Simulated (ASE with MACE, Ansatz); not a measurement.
# Σ5 (210)[001] symmetric tilt boundary in W (56 atoms): boundary energy

What is the boundary energy of this cell, counted against the bulk crystal, and how far does it hang on functional and mesh?

Calculated with Ansatz 0.2.0: Kohn-Sham DFT, PBE, PAW (set soft_2), plane waves; cutoff 420 eV, fermi-dirac smearing of 0.1 eV.

**The cells**

The cell holds 56 atoms: 56 W. Its edges and angles: a = 7.122 Å, b = 6.370 Å, c = 20.645 Å, α = 90.0°, β = 90.0°, γ = 90.0°. It derives from W. The starting structure: Two grains of W, one the mirror image of the other in the boundary plane, two boundaries a cell; of 6 trial joints (lateral shifts, openings, close atoms taken out) the lowest after a short relaxation with the MACE-MP-0b2 potential was kept (shift [0.5, 0.0] of the surface cell, opening 0.97 Å, one of each pair under 1.93 Å removed), then its atoms and the cell's length along the normal were relaxed with that potential. Lattice constants are starting values near those of PBE.

The bulk reference is W2 in a cell of 2 atoms, 16.155 Å³ an atom.

The input of the single point on the relaxed cell:

```yaml
crystal:
  lattice:
    - [7.12188, 0.0, 0.0]
    - [0.0, 6.37, 0.0]
    - [0.0, 0.0, 20.64477]
  atoms:
    - { symbol: W, position: [0.60023, 0.0, 0.00576] }
    - { symbol: W, position: [0.89966, 0.25, 0.03549] }
    - { symbol: W, position: [0.19886, 1.0, 0.07157] }
    - { symbol: W, position: [0.49824, 0.25, 0.10642] }
    [... 50 atom lines left out ...]
    - { symbol: W, position: [0.70033, 0.5, 0.5355] }
    - { symbol: W, position: [0.99975, 0.75, 0.50576] }
kpoints:
  mp_grid: { grid: [5, 6, 2] }
hamiltonian:
  xc: pbe
scf:
  occupations: { method: fermi_dirac, width: 0.1 }
output:
  forces: true
  stress: true
  populations: true
  dos:
    method: { smearing: { sigma: 0.08 } }
    de: 0.1
    projected:
      site_lists:
        W: [W]
        lower_grain: [... 28 sites ...]
        upper_grain: [... 28 sites ...]
  eigenvalues: true
  write_density: true
  write_potential: true
  volumetric_format: npy
```

| cell | formula | k-mesh | relaxation steps | gain on relaxing (eV) | free energy, PBE (eV) | time of its runs on this page |
| --- | --- | --- | --- | --- | --- | --- |
| Sigma5 (210)[001] symmetric tilt boundary in W | W56 | 5×6×2 (relaxed on 3×4×1) | 5 | 5.29 | -581535.237 | 41 s |
| bulk W | W2 | 17×17×17 | - | - | -20769.662 | 8 s |

**Boundary energy**

The excess is the cell's free energy less 28 times that of the bulk cell. It is divided by twice the area, as the cell holds two boundaries, so the value is their mean, and they need not be alike (45.37 Å²), with 1 eV/Å² = 16.022 J/m².

| level | k-mesh | excess (eV) | boundary energy (J/m²) | per area (meV/Å²) |
| --- | --- | --- | --- | --- |
| PBE | 5×6×2 | 15.294 | 2.701 | 168.6 |
| PBE, denser mesh | 6×7×2 | 15.284 | 2.699 | 168.5 |
| PBEsol | 5×6×2 | 16.199 | 2.860 | 178.5 |

Worked for the first row at PBE: (-581535.237) − 28 × (-20769.662) = 15.294 eV (from unrounded energies).

Then 15.294 / (2 × 45.37) × 16.022 = 2.701 J/m².

**Findings**

At PBE the boundary energy is 2.70 J/m². At the same geometries the levels give 2.70 (PBE) to 2.86 J/m² (PBEsol) and the denser mesh leaves it within 0.01 J/m². Relaxing the atoms lowered it by 0.933 J/m² from the start (on the 3×4×1 mesh of the relaxation), and the farthest atom moved 0.24 Å.

Limits: The cell edges were held, so the lattice is the typed one for every functional, and the length along the normal is the one that the machine-learned potential gave. Cell and bulk are sampled on unlike meshes, and the error grows with the number of atoms subtracted. These are free energies under a smearing of 0.1 eV, whose entropy term isn't removed. The joint was picked among a few trials by a machine-learned potential, and a lower one may exist. Spin–orbit coupling is left out, which matters for the levels of the heavy elements. In some runs the program notes that the atoms just miss a symmetry operation.

[Logs are printed without paths, hosts, clocks, repeated set-up lines and the standing remarks that a program may print on its own settings, such as how far it seeks lower states.]

[Hosts, paths, dates, database ids (printed as entryN), source tags and the programs' standing remarks are cut or masked in the printed files.]
